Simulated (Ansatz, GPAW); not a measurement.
**Work function of a 7-layer slab of Au(111) at several levels**

How far do functional and basis move the work function of a 7-layer slab of Au(111)?

Method: Ansatz plane waves; slab in vacuum with a dipole correction, relaxation, in the first sound run; inputs show where later runs differ, in GPAW 26.7.0 and Ansatz 0.2.0.

### Step 1. Set-up

The cell holds 7 atoms: 7 Au. Its edges and angles: a = 2.885 Å, b = 2.885 Å, c = 32.134 Å, α = 90.0°, β = 90.0°, γ = 60.0°. Vacuum lies along c.

Coordinates:

```cif
data_structure
_symmetry_space_group_name_H-M 'P 1'
_symmetry_Int_Tables_number 1
_cell_length_a 2.8850
_cell_length_b 2.8850
_cell_length_c 32.1335
_cell_angle_alpha 90.000
_cell_angle_beta 90.000
_cell_angle_gamma 60.000
_cell_volume 231.62
loop_
_atom_site_label
_atom_site_type_symbol
_atom_site_fract_x
_atom_site_fract_y
_atom_site_fract_z
_atom_site_occupancy
Au1 Au 0.00000 0.00000 0.28008 1
Au2 Au 0.33333 0.33333 0.35339 1
Au3 Au 0.66667 0.66667 0.42669 1
Au4 Au 0.00000 0.00000 0.50000 1
Au5 Au 0.33333 0.33333 0.57331 1
Au6 Au 0.66667 0.66667 0.64661 1
Au7 Au 0.00000 0.00000 0.71992 1
```

### Step 2. Relaxation

The atoms are relaxed first, since the surface dipole, and with it the work function, follows the positions of the outer layers. The lowest 3 atoms are held at bulk positions and keep their forces.

Contents of input.yaml:

```yaml
crystal:
  lattice:
    - [2.8849956672, 0.0, 0.0]
    - [1.4424978336, 2.4984795376, 0.0]
    - [0.0, 0.0, 32.1335345898]
  atoms:
    - { symbol: Au, position: [0.0, 0.0, 0.2800812334] }
    - { symbol: Au, position: [0.3333333333, 0.3333333333, 0.3533874889] }
    - { symbol: Au, position: [0.6666666667, 0.6666666667, 0.4266937445] }
    - { symbol: Au, position: [0.0, 0.0, 0.5] }
    - { symbol: Au, position: [0.3333333333, 0.3333333333, 0.5733062555] }
    - { symbol: Au, position: [0.6666666667, 0.6666666667, 0.6466125111] }
    - { symbol: Au, position: [0.0, 0.0, 0.7199187666] }
kpoints:
  mp_grid: { grid: [13, 13, 1] }
hamiltonian:
  xc: pbe
scf:
  occupations: { method: fermi_dirac, width: 0.1 }
efield:
  axis: 3
  dipole_correction: true
  ramp_width: 0.05
relax:
  f_tol: 0.02
  max_steps: 60
  constraints: [{ sites: [0, 1, 2] }]
output:
  write_potential: true
  write_density: true
  volumetric_format: npy
```

On the command line:

```
> ansatz run input.yaml --threads 4 --pin off --max-ram 8192MiB --backend cpu --events-out ev --progress --plain --runs-dir out
```

Numbers of over 12 decimals in the logs are rounded to 6 here.

The program printed:

```text
Engine: ansatz 0.2.0, x86_64-unknown-linux-gnu
Pseudopotentials: kind: paw
Pseudopotential: Au, paw, valence charge 19, recommended cutoff 420 eV (normal), Au.paw.azcp
Functional definition: PBE
  parameter kappa = 0.804
  parameter beta = 0.066725
  exchange = pbe_x(kappa = kappa, mu = beta*pi^2/3)
  correlation = pbe_c(beta = beta)
Crystal: 7 atoms, lattice volume = 231.622 Å³
Basis set: ecut = 420 eV, 4535 PW (Γ), exchange–correlation on 40×40×432 points (8 copies of the dense FFT grid, shifted against one another)
Bands: 80, of which v1, the nominal top of the filled ones, is band 67 counted from 1 (66 counted from 0)
Symmetry: 6 space group operations
k-points: 21 of 169 (time reversal used)
Non-local potential: Au, projectors of the file, l = 0: 3, l = 1: 2, l = 2: 2, l = 3: 1
PAW form: soft (Blöchl's): semilocal exchange-correlation on the pseudo side does not see the compensation charge
PAW one-centre angular grid: Au, 590 points (default); XC on 64 Gauss nodes
Initial density: superposition of atomic densities (neutral atoms: chi_scale 0, normalization atom), corrected by the library's trained network
Initial wavefunctions: pseudopotential atomic-orbital guess
Functional: x = pbe(κ = 0.804, μ = 0.219515), c = pbe(β = 0.066725)
SCF iter   1: F=—  HF=-92044.617427 eV  |F-HF|=—  |Δ(HF+E_count)|=         —  Δρ=3.88e-3  dr2=1.46e0  ethr=1.77e-3  p=0.000 e·Å  D=5.56e-13 V/Å  ΔV_dip=-0.00 eV  dr2_dipole=1.30e-7  V_vac-E_F(+/−)=4.57/4.57 eV  ⟨swp⟩=7.9  Hψ=6911  notcnv=0  defer=36
efield: sawtooth ramp at fractional position 0.9750 (placed from the atoms, in the widest stretch of the axis that holds none; the zero of the levels goes with the place), width 0.0500; the density the first Hamiltonian is built on has a dipole p = 0.000 e·Å; the dipole correction subtracts the counter field D = 5.56e-13 V/Å, which shifts the + side's vacuum level by -0.00 eV against the − side's; the planar-averaged density in the ramp window peaks in size at 2.4e-6 e/Å³
preconditioner: auto → LDOS  [metal: Δε(μ)=0.029 eV  Ē_g=9.465 eV  σ=0.100 eV  W_gap=0.07  n_scr=24 (ndim 8)  ℏωp=21.4 eV  f_vac=0.459  D(μ)=2.02/eV (n_scr^D=12)  β→1.0]
SCF iter   2: F=—  HF=-92044.571975 eV  |F-HF|=—  |Δ(HF+E_count)|=   4.55e-2  Δρ=1.61e-3  dr2=1.40e-2  ethr=1.10e-3  p=0.000 e·Å  D=1.66e-6 V/Å  ΔV_dip=-0.00 eV  dr2_dipole=2.22e-7  V_vac-E_F(+/−)=5.16/5.16 eV  ⟨swp⟩=2.0  Hψ=2016  notcnv=0  defer=68
SCF iter   3: F=—  HF=-92044.573509 eV  |F-HF|=—  |Δ(HF+E_count)|=   1.53e-3  Δρ=8.71e-4  dr2=5.63e-3  ethr=1.05e-5  p=0.000 e·Å  D=6.02e-7 V/Å  ΔV_dip=-0.00 eV  dr2_dipole=1.31e-8  V_vac-E_F(+/−)=5.09/5.09 eV  ⟨swp⟩=3.3  Hψ=3846  notcnv=0  defer=69
SCF iter   4: F=—  HF=-92044.572860 eV  |F-HF|=—  |Δ(HF+E_count)|=   6.49e-4  Δρ=2.67e-4  dr2=3.76e-4  ethr=4.23e-6  p=0.000 e·Å  D=2.24e-6 V/Å  ΔV_dip=-0.00 eV  dr2_dipole=3.82e-11  V_vac-E_F(+/−)=5.13/5.13 eV  ⟨swp⟩=2.0  Hψ=2456  notcnv=0  defer=69
SCF iter   5: F=—  HF=-92044.572796 eV  |F-HF|=—  |Δ(HF+E_count)|=   6.45e-5  Δρ=7.14e-5  dr2=1.71e-5  ethr=2.83e-7  p=0.000 e·Å  D=1.12e-6 V/Å  ΔV_dip=-0.00 eV  dr2_dipole=1.00e-11  V_vac-E_F(+/−)=5.14/5.14 eV  ⟨swp⟩=2.1  Hψ=2416  notcnv=0  defer=69
SCF iter   6: F=-92044.572791 eV  HF=-92044.572792 eV  |F-HF|=9.07e-7  |Δ(HF+E_count)|=   3.58e-6  Δρ=1.83e-5  dr2=1.62e-6  ethr=7.52e-9  p=0.000 e·Å  D=5.87e-7 V/Å  ΔV_dip=-0.00 eV  dr2_dipole=3.60e-11  V_vac-E_F(+/−)=5.14/5.14 eV  ⟨swp⟩=12.9  Hψ=15235  notcnv=0
SCF 1 converged in 6 iterations: F = -92044.572791 eV  dr2 = 1.62e-6
  Residual-converged pass: ⟨swp⟩=1.0  Hψ=1764  notcnv=0  max |occ|·‖R‖ = 7.0e-9 eV (tolerance 1.0e-8 eV)  dr2=1.62e-6  dr2_onsite=3.96e-8  max |Δocc| = 7.9e-11
  greatest PAW one-centre occupation: 1.000 electrons in one spin orbital (limit 2), on the Au atom at site 4 (counted from 0), in its partial waves of l = 0
relax step   1: F+E_penalty+E_count = -92044.57279136 eV  Δ(F+E_penalty+E_count) = +0.000e0 eV  max|allowed force component| = 4.823e-1 eV/Å  Δτ_max = 0.0000 Å  (6 SCF iters, dr2 threshold 1.00e-5 eV, accepted)
Initial density: handed on by an earlier stage of this run
Initial wavefunctions: those handed on with the density
iter 1 solved again at ethr=6.32e-5 eV; its pass at ethr=3.10e-3 eV (dr2=8.40e-2 eV) is discarded
SCF iter   1: F=—  HF=-92044.643267 eV  |F-HF|=—  |Δ(HF+E_count)|=         —  Δρ=4.89e-3  dr2=8.70e-2  ethr=6.32e-5  p=0.000 e·Å  D=9.63e-7 V/Å  ΔV_dip=-0.00 eV  dr2_dipole=1.14e-2  V_vac-E_F(+/−)=5.18/5.18 eV  ⟨swp⟩=2.0  Hψ=6703  notcnv=0  defer=76
efield: sawtooth ramp at fractional position 0.9750 (handed on by an earlier solve), width 0.0500; the density the first Hamiltonian is built on has a dipole p = 0.000 e·Å; the dipole correction subtracts the counter field D = 9.63e-7 V/Å, which shifts the + side's vacuum level by -0.00 eV against the − side's; the planar-averaged density in the ramp window peaks in size at 1.8e-5 e/Å³
preconditioner: auto → LDOS  [metal: Δε(μ)=0.126 eV  Ē_g=9.547 eV  σ=0.100 eV  W_gap=0.30  n_scr=24 (ndim 8)  ℏωp=21.4 eV  f_vac=0.455  D(μ)=1.92/eV (n_scr^D=12)  β→1.0]
SCF iter   2: F=—  HF=-92044.647512 eV  |F-HF|=—  |Δ(HF+E_count)|=   4.24e-3  Δρ=3.67e-3  dr2=9.76e-2  ethr=6.32e-5  p=0.005 e·Å  D=3.52e-3 V/Å  ΔV_dip=-0.11 eV  dr2_dipole=1.13e-2  V_vac-E_F(+/−)=5.03/5.14 eV  ⟨swp⟩=2.3  Hψ=2687  notcnv=0  defer=76
SCF iter   3: F=—  HF=-92044.627962 eV  |F-HF|=—  |Δ(HF+E_count)|=   1.95e-2  Δρ=7.74e-4  dr2=4.79e-3  ethr=6.32e-5  p=-0.003 e·Å  D=-2.31e-3 V/Å  ΔV_dip=0.07 eV  dr2_dipole=1.19e-3  V_vac-E_F(+/−)=5.22/5.14 eV  ⟨swp⟩=2.0  Hψ=2682  notcnv=0  defer=76
SCF iter   4: F=—  HF=-92044.627908 eV  |F-HF|=—  |Δ(HF+E_count)|=   5.46e-5  Δρ=3.30e-4  dr2=7.46e-4  ethr=3.60e-6  p=-0.003 e·Å  D=-1.96e-3 V/Å  ΔV_dip=0.06 eV  dr2_dipole=1.49e-6  V_vac-E_F(+/−)=5.21/5.14 eV  ⟨swp⟩=2.5  Hψ=2644  notcnv=0  defer=81
SCF iter   5: F=—  HF=-92044.627746 eV  |F-HF|=—  |Δ(HF+E_count)|=   1.62e-4  Δρ=7.55e-5  dr2=1.95e-5  ethr=5.61e-7  p=-0.003 e·Å  D=-2.23e-3 V/Å  ΔV_dip=0.07 eV  dr2_dipole=1.32e-6  V_vac-E_F(+/−)=5.21/5.14 eV  ⟨swp⟩=2.6  Hψ=2531  notcnv=0  defer=81
SCF iter   6: F=-92044.627740 eV  HF=-92044.627741 eV  |F-HF|=2.00e-7  |Δ(HF+E_count)|=   5.16e-6  Δρ=2.14e-5  dr2=1.59e-6  ethr=1.09e-8  p=-0.003 e·Å  D=-2.30e-3 V/Å  ΔV_dip=0.07 eV  dr2_dipole=7.80e-8  V_vac-E_F(+/−)=5.22/5.14 eV  ⟨swp⟩=13.0  Hψ=14888  notcnv=0
SCF 2 converged in 6 iterations: F = -92044.627740 eV  dr2 = 1.59e-6
  Residual-converged pass: ⟨swp⟩=1.0  Hψ=1764  notcnv=0  max |occ|·‖R‖ = 7.0e-9 eV (tolerance 1.0e-8 eV)  dr2=1.59e-6  dr2_onsite=3.48e-8  max |Δocc| = 2.1e-11
[...]
SCF iter   4: F=—  HF=-92044.663988 eV  |F-HF|=—  |Δ(HF+E_count)|=   6.62e-4  Δρ=4.83e-4  dr2=1.31e-3  ethr=3.40e-6  p=-0.002 e·Å  D=-1.90e-3 V/Å  ΔV_dip=0.06 eV  dr2_dipole=8.52e-5  V_vac-E_F(+/−)=5.20/5.14 eV  ⟨swp⟩=3.0  Hψ=3201  notcnv=0  defer=84
SCF iter   5: F=—  HF=-92044.664095 eV  |F-HF|=—  |Δ(HF+E_count)|=   1.07e-4  Δρ=2.45e-4  dr2=2.57e-4  ethr=9.83e-7  p=-0.003 e·Å  D=-2.34e-3 V/Å  ΔV_dip=0.08 eV  dr2_dipole=3.02e-5  V_vac-E_F(+/−)=5.22/5.14 eV  ⟨swp⟩=2.0  Hψ=2287  notcnv=0  defer=84
SCF iter   6: F=—  HF=-92044.664047 eV  |F-HF|=—  |Δ(HF+E_count)|=   4.78e-5  Δρ=5.77e-5  dr2=1.98e-5  ethr=1.93e-7  p=-0.003 e·Å  D=-2.63e-3 V/Å  ΔV_dip=0.08 eV  dr2_dipole=3.07e-6  V_vac-E_F(+/−)=5.23/5.14 eV  ⟨swp⟩=2.0  Hψ=2448  notcnv=0  defer=84
SCF iter   7: F=-92044.664044 eV  HF=-92044.664044 eV  |F-HF|=1.32e-7  |Δ(HF+E_count)|=   3.40e-6  Δρ=1.29e-5  dr2=5.76e-7  ethr=2.16e-9  p=-0.003 e·Å  D=-2.70e-3 V/Å  ΔV_dip=0.09 eV  dr2_dipole=2.64e-8  V_vac-E_F(+/−)=5.23/5.14 eV  ⟨swp⟩=11.3  Hψ=15020  notcnv=0
SCF 3 converged in 7 iterations: F = -92044.664044 eV  dr2 = 5.76e-7
  greatest PAW one-centre occupation: 1.000 electrons in one spin orbital (limit 2), on the Au atom at site 3 (counted from 0), in its partial waves of l = 0
relax step   3: F+E_penalty+E_count = -92044.66404367 eV  Δ(F+E_penalty+E_count) = -3.630e-2 eV  max|allowed force component| = 3.280e-2 eV/Å  Δτ_max = 0.1912 Å  (7 SCF iters, dr2 threshold 2.87e-6 eV, accepted)
SCF iter   1: F=—  HF=-92044.670226 eV  |F-HF|=—  |Δ(HF+E_count)|=         —  Δρ=2.48e-3  dr2=2.10e-2  ethr=1.57e-4  p=-0.003 e·Å  D=-2.70e-3 V/Å  ΔV_dip=0.09 eV  dr2_dipole=2.83e-3  V_vac-E_F(+/−)=5.24/5.15 eV  ⟨swp⟩=4.5  Hψ=4103  notcnv=0  defer=84
efield: sawtooth ramp at fractional position 0.9750 (handed on by an earlier solve), width 0.0500; the density the first Hamiltonian is built on has a dipole p = -0.003 e·Å; the dipole correction subtracts the counter field D = -2.70e-3 V/Å, which shifts the + side's vacuum level by +0.09 eV against the − side's; the planar-averaged density in the ramp window peaks in size at 8.0e-6 e/Å³
preconditioner: auto → LDOS  [insulator: Δε(μ)=0.240 eV  Ē_g=9.440 eV  σ=0.100 eV  W_gap=0.52  n_scr=24 (ndim 8)  ℏωp=21.4 eV  f_vac=0.446  D(μ)=1.76/eV (n_scr^D=10)  ε∞_Penn≈6.1  β→1.0]
SCF iter   2: F=—  HF=-92044.670043 eV  |F-HF|=—  |Δ(HF+E_count)|=   1.83e-4  Δρ=1.79e-3  dr2=2.50e-2  ethr=1.58e-5  p=0.000 e·Å  D=7.48e-5 V/Å  ΔV_dip=-0.00 eV  dr2_dipole=1.06e-2  V_vac-E_F(+/−)=5.15/5.15 eV  ⟨swp⟩=2.6  Hψ=3150  notcnv=0  defer=84
SCF iter   3: F=—  HF=-92044.666046 eV  |F-HF|=—  |Δ(HF+E_count)|=   4.00e-3  Δρ=3.01e-4  dr2=1.14e-3  ethr=1.58e-5  p=-0.004 e·Å  D=-2.74e-3 V/Å  ΔV_dip=0.09 eV  dr2_dipole=6.31e-4  V_vac-E_F(+/−)=5.23/5.15 eV  ⟨swp⟩=2.0  Hψ=2536  notcnv=0  defer=84
SCF iter   4: F=—  HF=-92044.666015 eV  |F-HF|=—  |Δ(HF+E_count)|=   3.09e-5  Δρ=1.76e-4  dr2=2.25e-4  ethr=8.55e-7  p=-0.003 e·Å  D=-2.56e-3 V/Å  ΔV_dip=0.08 eV  dr2_dipole=8.61e-5  V_vac-E_F(+/−)=5.23/5.14 eV  ⟨swp⟩=2.7  Hψ=2565  notcnv=0  defer=84
SCF iter   5: F=—  HF=-92044.665983 eV  |F-HF|=—  |Δ(HF+E_count)|=   3.18e-5  Δρ=3.99e-5  dr2=9.98e-6  ethr=1.69e-7  p=-0.004 e·Å  D=-3.00e-3 V/Å  ΔV_dip=0.10 eV  dr2_dipole=1.10e-7  V_vac-E_F(+/−)=5.24/5.14 eV  ⟨swp⟩=2.1  Hψ=2347  notcnv=0  defer=84
SCF iter   6: F=—  HF=-92044.666280 eV  |F-HF|=—  |Δ(HF+E_count)|=   2.97e-4  Δρ=1.02e-5  dr2=4.78e-7  ethr=7.51e-9  p=-0.004 e·Å  D=-2.97e-3 V/Å  ΔV_dip=0.10 eV  dr2_dipole=1.88e-7  V_vac-E_F(+/−)=5.24/5.14 eV  ⟨swp⟩=2.7  Hψ=2776  notcnv=0  defer=84
SCF iter   7: F=-92044.666280 eV  HF=-92044.666280 eV  |F-HF|=1.27e-7  |Δ(HF+E_count)|=   1.44e-7  Δρ=4.58e-6  dr2=3.64e-8  ethr=7.52e-11  p=-0.004 e·Å  D=-2.96e-3 V/Å  ΔV_dip=0.10 eV  dr2_dipole=1.58e-11  V_vac-E_F(+/−)=5.24/5.14 eV  ⟨swp⟩=11.2  Hψ=12584  notcnv=0
SCF 4 converged in 7 iterations: F = -92044.666280 eV  dr2 = 3.64e-8
relax step   4: F+E_penalty+E_count = -92044.66627982 eV  Δ(F+E_penalty+E_count) = -2.236e-3 eV  max|allowed force component| = 5.186e-3 eV/Å  Δτ_max = 0.0664 Å  (7 SCF iters, accepted)
NSCF: frozen V_eff on 21 k-points
the band table was solved once a step of the walk had ended and its energy, with any forces and stress, was formed, with the checks that follow a solve (8979 applications of the Hamiltonian). They found nothing against the state; the energy, forces and stress were not computed again (output.eigenvalues in the input reference)
WARN: The output density's exchange-correlation potential varies sharply where the density is thin. Do not read a vacuum level from v_tot or v_xc, or from such a field of the output density. On a cell that repeats whose density bears no net charge and no dipole along the vacuum's axis use v_es (v_loc + v_h of the components); under efield.dipole_correction with no amplitude use v_es + v_field, which holds any externa [...]
SCF converged after 7 iterations
Free energy (F): -92044.666280 eV
Harris-Foulkes:  -92044.666280 eV  (|F-HF|=1.27e-7)
Internal energy: -92044.604188 eV  (E = F + TS)
E sigma→0 (E₀):  -92044.635234 eV
Entropy (-TS):   -0.062092 eV (-8.870 meV/atom)
Fermi energy:    8.068290 eV
Dipole field:    D = -0.002954 V/Å  (p = -0.003781 e·Å, saw-weighted, corrected)
Work function:   Φ+ = 5.2374 eV   Φ− = 5.1424 eV
Levels:          The Fermi level and band energies are counted from a zero that moves with the ramp; work functions are not
--- Per-component energies (eV) ---
  E_band       = -3087.719993
  E_kinetic    = 4231.360556
  E_local      = -279181.248983  (includes V_loc(G=0)·N_el)
  E_nonlocal   = 520.459896
  E_hartree    = 137898.594726
  E_xc         = -1593.877547
  E_vxc        = -1923.522732  (∫ρ·V_xc dr)
  E_paw        = -67947.647776  (= ΣΔE_a)
  E_vpaw       = -2532.057032  (= ΣTr[D̂ρ^β])
  E_aug_tail   = 0.010123  (compensation charges beyond the density's cutoff)
  E_efield     = 0.000006  (sawtooth field / dipole correction)
  E_vefield    = 0.061501  (∫n·V_field dr)
  E_ewald      = 114027.744811
  E_smearing   = -0.062092  (= −TS)
  E_closure    = 0.000000  (closes the sum)
  Σ components = -92044.666280   (vs F -92044.666280, Δ=0.00e0)
--- Forces (eV/Å), atoms counted from 1 ---
  atom   1  Au    -0.00000000     0.00000000    -0.47341029
  atom   2  Au     0.00000000     0.00000000     0.09479814
  atom   3  Au     0.00000000    -0.00000000     0.37586240
  atom   4  Au     0.00000000    -0.00000000     0.00061772
  atom   5  Au    -0.00000000    -0.00000000    -0.00518564
  atom   6  Au     0.00000000    -0.00000000     0.00376765
  atom   7  Au     0.00000000    -0.00000000     0.00339657
  max |Σ_I F_I| component: 1.53e-4 eV/Å
--- Band table (eV; the first three rows and the last of 21) ---
  k-point 0: bands = [... 63 lower, 5.7196, 5.7196, 6.0032, 6.0032, 6.0807, 6.0807, 7.3669, 7.8698, ... 9 higher]
  k-point 1: bands = [... 63 lower, 5.7087, 5.7188, 5.8977, 6.0062, 6.0861, 6.4766, 7.7883, 8.4394, ... 9 higher]
  k-point 2: bands = [... 63 lower, 5.6611, 5.7116, 6.0111, 6.1002, 6.2903, 7.2044, 8.5345, 9.5971, ... 9 higher]
  k-point 20: bands = [... 63 lower, 9.9152, 10.3362, 10.9589, 11.2738, 11.3149, 11.5782, 11.7110, 12.3363, ... 9 higher]
--- Relaxed structure (4 steps of the walk, 4 accepted, 0 SCFs on fresh bases) ---
  F+E_penalty+E_count = -92044.66627982 eV   max|allowed force component| = 5.186e-3 eV/Å
  atoms:
    - { symbol: Au, position: [0.0, 0.0, 0.2800812334] }
    - { symbol: Au, position: [0.333333, 0.333333, 0.3533874889] }
    - { symbol: Au, position: [0.666667, 0.666667, 0.426694] }
    - { symbol: Au, position: [5.72887169039151e-18, 0, 0.503475] }
    - { symbol: Au, position: [0.333333, 0.333333, 0.580196] }
    - { symbol: Au, position: [0.666667, 0.666667, 0.656271] }
    - { symbol: Au, position: [2.320507171731188e-17, 0, 0.733993] }
```

It took 24 s on 4 threads of Intel Xeon Platinum 8488C (Sapphire Rapids), shared host; peak memory 0.84 GiB.

Relaxation path:

```csv
step,energy less that of the first step (eV),largest force component (eV/Å)
1,0.0000,0.4823
2,-0.0549,0.2142
3,-0.0913,0.0328
4,-0.0935,0.0052
```

Forces are held to the 6 operations that the run works with; a distortion that breaks them can't arise in this run.

The atoms that moved most (Å):

```csv
atom,dx,dy,dz,length
Au7,0.000,0.000,0.452,0.452
Au6,0.000,0.000,0.310,0.310
Au5,0.000,0.000,0.221,0.221
Au4,0.000,0.000,0.112,0.112
```

Numbers from this step:

* free energy: -92044.6663 eV
* smearing term TS: 0.06209 eV
* symmetry operations: 6
* upper work function: 5.237 eV
* lower work function: 5.142 eV
* dipole along the normal: -0.003781 e·Å
* dipole field: -0.002954 V/Å
* vacuum level above: 13.31 eV
* vacuum level below: 13.21 eV

The electrostatic potential energy of an electron (with the applied field's), less the Fermi level, planar mean oscillates, so the rows of the table below give means over windows of 2.38 Å about each position, cut where the curve ends. Its maxima inside the range that stand out by 2 % of the span (Å: eV): 10.1: 0.345, 12.5: 0.272, 14.9: 0.951, 17.4: 1.07, 19.9: 0.916, 22.3: 1.41. Its minima: 9.1: -16.8, 11.3: -17.2, 13.7: -17.2, 16.2: -17.1, 18.6: -17.1, 21.1: -17.0, 23.7: -16.7.

Table of electrostatic potential energy of an electron (with the applied field's), less the Fermi level, planar mean by z; means over each step:

```csv
z (Å),"electrostatic potential energy of an electron (with the applied field's), less the Fermi level, planar mean (eV)"
1.19,5.15
3.57,5.14
5.95,5.09
8.33,-6.00
10.71,-8.70
13.09,-8.77
15.47,-8.01
17.85,-7.95
20.23,-7.98
22.61,-7.35
24.99,0.363
27.37,5.23
29.75,5.24
```

The valence density, planar mean oscillates, so the rows of the table below give means over windows of 2.45 Å about each position, cut where the curve ends. Its maxima inside the range that stand out by 2 % of the span (Å: e/Å³): 9.1: 2.32, 11.3: 2.34, 13.7: 2.35, 16.2: 2.35, 18.6: 2.34, 21.1: 2.35, 23.7: 2.32. Its minima: 10.1: 0.251, 12.5: 0.249, 14.9: 0.213, 17.4: 0.209, 19.9: 0.221, 22.3: 0.197.

Table of valence density, planar mean by z; means over each step:

```csv
z (Å),"valence density, planar mean (e/Å³)"
3.68,4.9e-6
6.12,0.00423
8.58,1.02
11.03,1.09
13.47,1.09
15.93,1.07
18.38,1.07
20.83,1.08
23.28,1.07
25.73,0.0378
28.18,3.4e-5
```

The relaxation lowered the energy of the cell by 0.0935 eV.

[end of part 1 of 3]

[Logs are printed without paths, hosts, clocks, repeated set-up lines and the standing remarks that a program may print on its own settings, such as how far it seeks lower states.]

[Hosts, paths, dates, database ids (printed as entryN), source tags and the programs' standing remarks are cut or masked in the printed files.]
